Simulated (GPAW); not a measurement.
# Optical response of CaCu2S2, part 2 of 2

Aim: the dielectric function of CaCu2S2, and the optical constants that follow from it.

GPAW 26.7.0; DFT, PBE, plane-wave PAW (GPAW data sets), scalar-relativistic, RPA, optical limit.

So far. Step 2 (Ground state): There is a gap, 1.09 eV on this mesh (points off the mesh can give less), so no carriers' term is needed.

## 4. Dielectric function, RPA

Local fields let the induced charge screen the field inside the cell, which as a rule lowers ε, most along directions where the density is uneven.

This step: DFT, PBE, plane-wave PAW (GPAW data sets), scalar-relativistic, RPA, optical limit (GPAW 26.7.0).

df.py reads:

```python
from gpaw.response.df import DielectricFunction

df = DielectricFunction('full.gpw', frequencies={'type': 'nonlinear', 'domega0': 0.03, 'omega2': 8},
                        ecut=50,
                        eta=0.15,
                        nbands=85,
                        txt='df.txt')
for direction in ['x', 'z']:
    df.get_dielectric_function(xc='RPA', direction=direction, filename=f'df_{direction}.csv')
```

On the command line:

```console
$ OMP_NUM_THREADS=1 python df.py
```

Numbers of over 12 decimals in the logs are rounded to 6 here.

Output:

```text
Using integrator: PointIntegrator
NonLinearFrequencyDescriptor(from 0.000 to 81.130 eV, 521 points)
Nonperiodic BCs:  [False False False]
Using integrator: PointIntegrator
NonLinearFrequencyDescriptor(from 0.000 to 81.130 eV, 521 points)
Nonperiodic BCs:  [False False False]

Calculating chi0 body with:
    Ground state adapter containing:
    Number of spins: 1
    Number of kpoints: 405
    Number of irreducible kpoints: 50
    Number of completely occupied states: 22
    Number of partially occupied states: 22

    Linear response parametrization:
    q_c: [0.0, 0.0, 0.0]
    Number of frequency points: 521
    Planewave cutoff: 50.0
    Number of bands: 85
    Number of planewaves: 67
    Broadening (eta): 0.15

Integrating chi0 body.

Symmetries of q_c:
    Direct symmetries (Uq -> q): 12
    Indirect symmetries (TUq -> q): 0
In total 12 allowed symmetries.

50 groups of equivalent kpoints. 87.654321% reduction.

Integral kind: spectral function

Calculating chi0 optical extensions with:
    Ground state adapter containing:
    Number of spins: 1
    Number of kpoints: 405
    Number of irreducible kpoints: 50
    Number of completely occupied states: 22
    Number of partially occupied states: 22

    Linear response parametrization:
    Number of frequency points: 521
    Planewave cutoff: 50.0
    Number of bands: 85
    Number of planewaves: 67
    Broadening (eta): 0.15
Integrating chi0 head and wings.

Symmetries of q_c:
    Direct symmetries (Uq -> q): 12
    Indirect symmetries (TUq -> q): 0
In total 12 allowed symmetries.

50 groups of equivalent kpoints. 87.654321% reduction.

Integral kind: spectral function wings
```

The job ended after 44 s (1 thread of Arm Neoverse V2, shared host; peak memory 0.39 GiB).

Numbers from this step:

| Property | Result |
| --- | --- |
| electronic dielectric constant ε∞, mean over x, y and z (by symmetry where fewer were run) | 8.031 |

Some rows of df_x.csv (energy; Re and Im without local fields; Re and Im with them):

```text
0.000000, 8.697037, -0.000000, 8.039844, -0.000000
0.429336, 8.832529, 0.105139, 8.171134, 0.102476
0.878195, 9.381535, 0.460171, 8.709608, 0.463314
1.347938, 9.490804, 0.700301, 8.750093, 0.698750
1.840057, 9.965906, 1.918976, 9.096430, 1.935360
2.356191, 11.479209, 3.445866, 10.321818, 3.288543
2.898142, 9.607640, 7.327200, 8.693680, 6.667063
3.467895, 7.896043, 8.630513, 7.141556, 7.771964
4.067647, 4.713658, 7.376501, 4.133417, 6.606164
4.699832, 3.414289, 7.134569, 2.918704, 6.496755
5.367152, 3.615365, 5.248204, 2.969755, 4.597195
6.072622, 3.982200, 7.174105, 3.420591, 5.873491
6.819608, 1.415949, 7.856977, 1.596435, 6.708854
7.611886, 0.404918, 6.474772, 0.409905, 5.156184
8.453705, -1.655939, 5.642005, -0.714760, 4.856948
9.349861, -2.604928, 3.233547, -1.991556, 3.435808
10.305790, -1.362708, 2.139100, -1.050445, 2.026128
11.327680, -0.825074, 1.853335, -0.482060, 1.665010
12.422601, -0.922079, 1.462759, -0.523768, 1.522996
13.598673, -0.536675, 1.005713, -0.349302, 1.059994
```

Sum at mesh points, not converged in k; values under the direct gap are tails of Lorentzian lines. Table of Im ε by photon energy; read off at these points:

```csv
photon energy (eV),E ∥ x,E ∥ z
0.000,0,0
0.250,0.0543,0.0471
0.500,0.126,0.104
0.750,0.273,0.194
1.000,0.858,0.430
1.250,0.773,1.03
1.500,0.944,1.07
1.750,2.16,2.12
2.000,2.18,1.49
2.250,2.90,2.57
2.500,4.53,3.64
2.750,5.90,6.22
3.000,6.59,9.03
3.139,6.78,9.88
3.250,7.01,9.32
3.500,8.02,8.06
3.594,8.62,8.00
3.750,7.94,7.27
4.000,6.66,6.82
4.250,6.62,6.46
4.500,6.47,6.35
4.750,6.39,6.17
5.000,5.51,5.82
5.250,4.68,5.62
5.500,4.72,5.15
5.750,5.15,5.01
6.000,5.67,5.27
6.250,6.16,5.09
6.500,6.63,5.16
6.750,6.69,6.02
6.930,6.74,6.54
7.000,6.74,6.77
7.250,6.15,6.14
7.500,5.07,4.92
7.750,5.38,4.46
8.000,5.37,4.66
8.250,5.11,5.04
8.500,4.79,4.75
8.750,4.75,3.98
9.000,4.48,3.90
9.250,3.79,3.56
9.500,2.99,3.40
9.750,2.53,2.77
10.000,2.18,2.34
10.250,2.05,2.12
10.500,1.97,2.12
10.750,1.85,1.96
11.000,1.65,1.75
11.250,1.64,1.78
11.500,1.69,1.88
11.750,1.65,1.92
12.000,1.64,1.73
12.250,1.59,1.64
12.500,1.49,1.58
12.750,1.33,1.59
13.000,1.28,1.51
13.250,1.22,1.38
13.500,1.07,1.23
13.750,1.05,1.14
```

The reflectivity at normal incidence has structure finer than the step of the table below, so its rows give means over 0.5 eV, whole bins alone (the curve runs from 0 to 14.0 eV). Peaks (eV: height): E ∥ x 3.59: 33.4, 7.21: 34.8, 9.42: 43.0, 13.34: 28.6; E ∥ z 3.10: 36.1, 7.27: 34.3, 8.58: 35.1, 9.68: 37.8, 11.87: 26.0, 13.43: 26.9.

Sum at mesh points, not converged in k. Table of reflectivity at normal incidence by photon energy; means over each step:

```csv
photon energy (eV),E ∥ x (%),E ∥ z (%)
0.5,23.4,23.2
1.0,24.3,24.5
1.5,25.7,25.7
2.0,26.9,26.6
2.5,30.1,30.8
3.0,30.9,35.3
3.5,32.2,32.5
4.0,29.5,29.1
4.5,28.6,28.4
5.0,26.1,27.1
5.5,22.8,25.2
6.0,26.1,25.0
6.5,29.5,25.4
7.0,32.9,31.5
7.5,31.5,31.8
8.0,32.4,28.6
8.5,34.2,33.6
9.0,38.6,33.2
9.5,42.5,35.7
10.0,38.8,35.3
10.5,34.0,30.2
11.0,31.0,27.0
11.5,26.6,23.5
12.0,26.3,25.6
12.5,28.0,24.2
13.0,27.3,25.5
13.5,27.1,26.4
```

Sum at mesh points, not converged in k; values under the direct gap are tails of Lorentzian lines. Table of Im ε, E ∥ x by photon energy; read off at these points:

```csv
photon energy (eV),without local fields,with local fields
0.000,0,0
0.250,0.0560,0.0543
0.500,0.129,0.126
0.750,0.275,0.273
1.000,0.841,0.858
1.250,0.766,0.773
1.500,0.945,0.944
1.750,2.12,2.16
2.000,2.19,2.18
2.250,2.98,2.90
2.500,4.89,4.53
2.750,6.48,5.90
3.000,7.22,6.59
3.250,7.68,7.01
3.500,8.90,8.02
3.594,9.46,8.62
3.750,8.59,7.94
4.000,7.37,6.66
4.250,7.33,6.62
4.500,7.04,6.47
4.750,7.03,6.39
5.000,6.06,5.51
5.250,5.28,4.68
5.500,5.42,4.72
5.750,6.08,5.15
6.000,6.88,5.67
6.250,7.52,6.16
6.500,7.97,6.63
6.750,7.89,6.69
6.930,7.82,6.74
7.000,7.78,6.74
7.250,7.02,6.15
7.500,6.18,5.07
7.750,6.85,5.38
8.000,6.62,5.37
8.250,6.10,5.11
8.500,5.57,4.79
8.750,5.35,4.75
9.000,4.64,4.48
9.250,3.54,3.79
9.500,2.85,2.99
9.750,2.50,2.53
10.000,2.26,2.18
10.250,2.16,2.05
10.500,2.09,1.97
10.750,1.96,1.85
11.000,1.77,1.65
11.250,1.83,1.64
11.500,1.84,1.69
11.750,1.76,1.65
12.000,1.71,1.64
12.250,1.61,1.59
12.500,1.40,1.49
12.750,1.26,1.33
13.000,1.25,1.28
13.250,1.12,1.22
13.500,1.00,1.07
13.750,0.998,1.05
```

Sum at mesh points, not converged in k; values under the direct gap are tails of Lorentzian lines. Table of loss function −Im 1/ε at q → 0 by energy loss; read off at these points:

| energy loss (eV) | E ∥ x | E ∥ z |
| --- | --- | --- |
| 0.0 | 0 | 0 |
| 0.5 | 0.00187 | 0.00156 |
| 1.0 | 0.0109 | 0.00554 |
| 1.5 | 0.0107 | 0.0121 |
| 2.0 | 0.0225 | 0.0159 |
| 2.5 | 0.0337 | 0.0258 |
| 3.0 | 0.0595 | 0.0516 |
| 3.5 | 0.0708 | 0.0894 |
| 4.0 | 0.110 | 0.109 |
| 4.5 | 0.119 | 0.122 |
| 5.0 | 0.156 | 0.142 |
| 5.5 | 0.145 | 0.163 |
| 6.0 | 0.128 | 0.155 |
| 6.5 | 0.133 | 0.156 |
| 7.0 | 0.145 | 0.141 |
| 7.5 | 0.197 | 0.202 |
| 8.0 | 0.186 | 0.213 |
| 8.5 | 0.204 | 0.204 |
| 9.0 | 0.201 | 0.243 |
| 9.5 | 0.239 | 0.258 |
| 10.0 | 0.336 | 0.346 |
| 10.5 | 0.415 | 0.426 |
| 11.0 | 0.502 | 0.529 |
| 11.5 | 0.549 | 0.524 |
| 12.0 | 0.570 | 0.543 |
| 12.5 | 0.596 | 0.608 |
| 13.0 | 0.700 | 0.619 |
| 13.5 | 0.825 | 0.731 |

At chosen wavelengths:

```
wavelength (nm)   n x    k x  R (%) x   1/α x   n z    k z  R (%) z   1/α z
           1550  2.93  0.056     24.1  2.2 µm  2.91  0.038     23.9  3.2 µm
           1064  2.90  0.169     23.9  500 nm  3.00  0.149     25.1  568 nm
            633  3.10  0.328     26.7  153 nm  3.07  0.234     26.1  216 nm
            532  3.24  0.493     28.8   86 nm  3.27  0.427     28.9   99 nm
            450  3.22  0.920     31.0   39 nm  3.56  0.886     34.0   40 nm
            405  3.05  1.090     30.6   30 nm  3.32  1.442     35.9   22 nm
            193  2.22  1.475     29.2   10 nm  2.00  1.261     24.5   12 nm
```

Below the direct gap, k and the depth come from the tails of the Lorentzian lines, not from transitions.

Rows near the edge hang on the gap, which this functional as a rule makes too small, and phonon-assisted absorption is left out.

## 5. Outcome

- electronic dielectric constant ε∞, mean over x, y and z (by symmetry where fewer were run) (RPA): 8.03

**Reading.** At this level (PBE, RPA) CaCu2S2 has a mean ε∞ = 8.03 and n = 2.93 at 1550 nm (E ∥ x). On the mesh the gap is 1.09 eV and the least direct gap 1.09 eV. Local fields change the static value along x from 8.70 to 8.04 (-8 %). The static values by axis are 8.04 (x), 8.01 (z). Excitons and phonon-assisted transitions are missing; PBE gaps are as a rule too small, which pulls the onset down and ε∞ up. In this version of GPAW the matrix elements of the optical limit are incomplete, which can lower ε − 1 by up to a tenth where first-row anions or d states rule, and shift it by more in d metals. The sum runs over mesh points 0.20 Å⁻¹ apart with no interpolation, so peaks are partly noise of the mesh; over so small a direct gap single mesh points weigh heavily, so ε∞, n and their changes from run to run can be far off.

[Machine, clock and banner lines and Python warnings are left out of the logs.]

[Logs are printed without paths, hosts, clocks, repeated set-up lines and the standing remarks that a program may print on its own settings, such as how far it seeks lower states.]

[Hosts, paths, dates, database ids (printed as entryN), source tags and the programs' standing remarks are cut or masked in the printed files.]
